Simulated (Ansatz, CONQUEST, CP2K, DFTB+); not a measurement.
# CONQUEST on Al(100)/Rh(100) interface (51 atoms): settings against a plane-wave reference, part 2 of 2

Aim: run Al(100)/Rh(100) interface (51 atoms) in CONQUEST and see how near its forces come to a plane-wave reference, and at what cost.

Program: CONQUEST 1.3; the method stands at each step. Banners, paths, timers and routine set-up lines are dropped from the logs unmarked, and long logs keep their key lines alone; longer cuts are marked.

So far. Step 2 (PBE, grid 80 Ha): Forces lie 25 % from the reference's, at 25 times its CPU time (on 2 against 4 cores). Step 3 (PBE, grid 80 Ha, multi-site 6.5 bohr): Against the first run (25 %), the force difference from the reference is 68 %, at 1.1 times the CPU time.

## Step 4: PBE, grid 80 Ha, multi-site 8 bohr

Method: Kohn-Sham DFT, PBE, norm-conserving pseudopotentials, pseudo-atomic orbitals (double zeta with polarisation), contracted to multi-site support functions, diagonalisation.

Input file Conquest_input:

```
IO.Title cell
IO.Coordinates coords.dat
IO.FractionalAtomicCoords T
IO.Iprint 1
General.NumberOfSpecies 2
AtomMove.TypeOfRun static
AtomMove.CalcStress F
Grid.GridCutoff 80
DM.SolutionMethod diagon
SC.MaxIters 100
SC.LinearMixingFactor 0.1
SC.KerkerPreCondition T
minE.SCTolerance 1e-06
Diag.kT 0.001837
Diag.MPMesh T
Diag.GammaCentred T
Diag.MPMeshX 1
Diag.MPMeshY 1
Diag.MPMeshZ 1
%block ChemicalSpeciesLabel
1 26.982 Al
2 102.906 Rh
%endblock
Basis.MultisiteSF T
Multisite.LFD T
Multisite.LFD.NonSCF T
%block Al
Atom.NumberOfSupports 4
Atom.MultisiteRange 8.0
Atom.LFDRange 8.0
%endblock
%block Rh
Atom.NumberOfSupports 10
Atom.MultisiteRange 8.0
Atom.LFDRange 8.0
%endblock
```

Input file coords.dat:

```
15.245177 0.000000 0.000000
0.000000 15.245177 0.000000
0.000000 0.000000 25.144620
51
[... 51 atom lines left out: the same atoms as in the first run ...]
```

The run is started by

```bash
$ OMP_NUM_THREADS=1 mpirun -np 2 Conquest > output.txt
```

Numbers of over 12 decimals in the logs are rounded to 6 here.

Conquest_out:

```text
      Simulation cell dimensions:    15.2452 a0 x    15.2452 a0 x    25.1446 a0
        This calculation includes non-local pseudopotentials,
         with a maximum core radius of      8.23709393
    Job title: cell
    Job to be run: static calculation
    Ground state search:
      Support functions represented with PAO basis
      Multi-site SFs used with local filter diagonalisation
      Non-spin-polarised electrons
      Solving for the K matrix using diagonalisation
      Using Fermi-Dirac smearing
    Integration grid size:     64 x   64 x  108
[... lines left out ...]
    The functional used will be GGA PBE96
[... lines left out ...]
          Free Energy (E-TS)               :     -3221.418765 Ha
[... lines left out ...]
          Free Energy (E-TS)               :     -3221.145345 Ha
[... lines left out ...]
          Free Energy (E-TS)               :     -3221.030751 Ha
[... lines left out ...]
          Harris-Foulkes Energy            :     -3220.835192 Ha
          Free Energy (E-TS)               :     -3220.864392 Ha
    PulayMixSC: Pulay iteration    17 residual:              0.11311E-05
          Harris-Foulkes Energy            :     -3220.835165 Ha
          Free Energy (E-TS)               :     -3220.864370 Ha
    PulayMixSC: Pulay iteration    18 residual:              0.87387E-06
    PulayMixSC: Reached SCF tolerance of  0.87387E-06 after     18 iterations
      | Number of electrons      =       531.001012
      | GS Energy as E-(1/2)TS   =     -3220.849768 Ha
      | Free Energy as E-TS      =     -3220.864370 Ha
      |* Harris-Foulkes energy   =     -3220.835165 Ha
      |* DFT total energy        =     -3220.835163 Ha
    force: Forces on atoms (Ha/a0)
    force:  Atom   X              Y              Z
    force:     1   0.0004276782  -0.0039288417  -0.0245698910
    force:     2   0.0063241635   0.0078690686   0.0009687646
    force:     3  -0.0011003908  -0.0025588917   0.0257590073
[...]
force:    50   0.0006579414  -0.0204768272  -0.0017208121
    force:    51   0.0156023353   0.0072140813   0.0139831070
    force: Maximum force :        0.02750326(Ha/a0) on atom        24 in z direction
    force: Force Residual:        0.01758608 Ha/a0
    get_E_and_F: Change in energy during last step of electronic optimisation:  0.26919E-04
```

The job ended after 2.8 min (2 MPI ranks of AMD EPYC 9R45, shared host; peak memory 6.7 GiB).

Against the reference:

```yaml
r_m_s_force_component: 0.5221 eV/Å
r_m_s_difference_of_force_components: 139 meV/Å
longest_difference_of_force_vectors: 557.4 meV/Å
force_difference_over_r_m_s_force: 26.08 %
slope_of_forces_against_the_reference_s: 0.9458
correlation_of_force_components: 0.9655
```

This run lies far from the reference in forces at the same functional.

Against the first run (25 %), the force difference from the reference is 26 %, at 1.2 times the CPU time.

## Step 5: PBEsol, grid 80 Ha

Method: Kohn-Sham DFT, PBEsol, norm-conserving pseudopotentials, pseudo-atomic orbitals (double zeta with polarisation), diagonalisation.

The pseudopotential files are exchanged too: the .ion files are now those for PBEsol.

Input file Conquest_input:

```
IO.Title cell
IO.Coordinates coords.dat
IO.FractionalAtomicCoords T
IO.Iprint 1
General.NumberOfSpecies 2
AtomMove.TypeOfRun static
AtomMove.CalcStress T
Grid.GridCutoff 80
DM.SolutionMethod diagon
SC.MaxIters 100
SC.LinearMixingFactor 0.1
SC.KerkerPreCondition T
minE.SCTolerance 1e-06
Diag.kT 0.001837
Diag.MPMesh T
Diag.GammaCentred T
Diag.MPMeshX 1
Diag.MPMeshY 1
Diag.MPMeshZ 1
%block ChemicalSpeciesLabel
1 26.982 Al
2 102.906 Rh
%endblock
```

coords.dat is that of step 4.

Conquest_out:

```text
      Simulation cell dimensions:    15.2452 a0 x    15.2452 a0 x    25.1446 a0
        This calculation includes non-local pseudopotentials,
         with a maximum core radius of      8.23709393
    Job title: cell
    Job to be run: static calculation
    Ground state search:
      Support functions represented with PAO basis
      1:1 PAO to SF mapping
      Non-spin-polarised electrons
[... lines left out ...]
      Using Fermi-Dirac smearing
[... lines left out ...]
          Free Energy (E-TS)               :     -3219.829720 Ha
[... lines left out ...]
          Free Energy (E-TS)               :     -3219.464510 Ha
[... lines left out ...]
          Free Energy (E-TS)               :     -3219.327787 Ha
[... lines left out ...]
          Free Energy (E-TS)               :     -3219.123074 Ha
[... lines left out ...]
          Free Energy (E-TS)               :     -3219.123073 Ha
[... lines left out ...]
      | Number of electrons      =       531.001039
      | GS Energy as E-(1/2)TS   =     -3219.107539 Ha
      | Free Energy as E-TS      =     -3219.123073 Ha
      |* Harris-Foulkes energy   =     -3219.092005 Ha
      |* DFT total energy        =     -3219.092003 Ha
    force: Forces on atoms (Ha/a0)
    force:  Atom   X              Y              Z
    force:     1   0.0016094096  -0.0042927999  -0.0314571061
    force:     2   0.0037972687   0.0064641823   0.0009307083
    force:     3   0.0001573833  -0.0022572669   0.0322697085
[...]
force:    50   0.0007636429  -0.0182004842  -0.0020573483
    force:    51   0.0160201140   0.0080599339   0.0076724969
    force: Maximum force :        0.03348760(Ha/a0) on atom        24 in z direction
    force: Force Residual:        0.01981475 Ha/a0
    force: Total stress:         -2.86046144    -2.80650526    21.40561556 GPa
    force: Average pressure:     -5.24621629 GPa
    get_E_and_F: Change in energy during last step of electronic optimisation:  0.71592E-05
```

It took 2.4 min on 2 MPI ranks; peak memory 6.4 GiB.

Compared with the plane-wave run:

```
r.m.s. force component                  : 0.5883 eV/Å
r.m.s. difference of force components   : 81.59 meV/Å
longest difference of force vectors     : 259.5 meV/Å
force difference over r.m.s. force      : 15.31 %
slope of forces against the reference's : 1.097
correlation of force components         : 0.9943
pressure                                : -5.246 GPa
pressure difference                     : -2.52 GPa
```

Against the first run (25 %), the force difference from the reference is 15 %, at 1.0 times the CPU time; another functional landing nearer a PBE reference means that errors partly cancel.

## Step 6: All runs compared

Differences are against the plane-wave reference, forces as r.m.s. over components; share is that over the reference's r.m.s. force, slope the least-squares factor from reference forces to these. Total energies of different programs have different zeros and aren't compared.

| run | Δ force, r.m.s. (meV/Å) | share (%) | slope | Δ pressure (GPa) | cores | CPU time | memory (GiB) |
| --- | --- | --- | --- | --- | --- | --- | --- |
| reference | - | - | - | - | 4 | 11 s | 1.1 |
| CONQUEST PBE, grid 80 Ha | 134 | 25.1 | 1.059 | 2.41 | 2 | 4.6 min | 6.4 |
| CONQUEST PBE, grid 80 Ha, multi-site 6.5 bohr (coarse) | 365 | 68.5 | 0.575 | - | 2 | 5 min | 6.6 |
| CONQUEST PBE, grid 80 Ha, multi-site 8 bohr | 139 | 26.1 | 0.946 | - | 2 | 5.6 min | 6.7 |
| CONQUEST PBEsol, grid 80 Ha | 81.6 | 15.3 | 1.097 | -2.52 | 2 | 4.8 min | 6.4 |

Rows marked coarse were listed beforehand as settings not expected to be converged; some can still land near the reference.

CPU time is summed over cores on a shared host, where runs went side by side, so it is rough. Symmetry, cutoffs, thresholds, outputs and thread counts weren't matched or tuned between programs; memory under MPI is the largest rank's times the ranks.

## Step 7: Results

| Quantity | Value |
| --- | --- |
| nearest in forces | CONQUEST PBEsol, grid 80 Ha, 15 % |
| its CPU time | 4.8 min |

The PBE runs in local orbitals, coarse settings apart, differ by 25 % (CONQUEST PBE, grid 80 Ha) to 26 % (CONQUEST PBE, grid 80 Ha, multi-site 8 bohr); basis, grid and potentials can all enter. Rows with another functional or a dispersion term differ by 15 % (CONQUEST PBEsol, grid 80 Ha), which mixes the change of model with differences of basis and potentials. Runs with settings chosen to be coarse differ by 68 % (CONQUEST PBE, grid 80 Ha, multi-site 6.5 bohr), their programs' other errors included. None of the electronic-structure runs in the table takes under half the reference's CPU time of 11 s; they take 25 to 30 times as much. In pressure, CONQUEST PBE, grid 80 Ha misses by +2.4 GPa, at the same functional. The electron count is odd in these runs, and they have no spin polarisation, so the unpaired electron is spread evenly over both spins. The reference's stress is far from hydrostatic: its diagonal is 5.4, 5.3, -18.8 GPa, compression counted positive. The host structure and its lattice constant were typed by rule, without a check against the phase diagram. The reference's pressure of -2.7 GPa belongs to a cell and atoms that aren't relaxed at this level. The electron count is odd and the run has no spin polarisation, so levels at the top are partly filled by construction. The electronic-structure runs sample only Γ, in a cell whose shortest periodic width is 8 Å, which is coarse for a cell with partly filled levels.

[Also dropped from logs without a mark: logging warnings of Python, and SIESTA's first energy breakdown and zero terms.]

[Logs are printed without paths, hosts, clocks, repeated set-up lines and the standing remarks that a program may print on its own settings, such as how far it seeks lower states.]

[Hosts, paths, dates, database ids (printed as entryN), source tags and the programs' standing remarks are cut or masked in the printed files.]
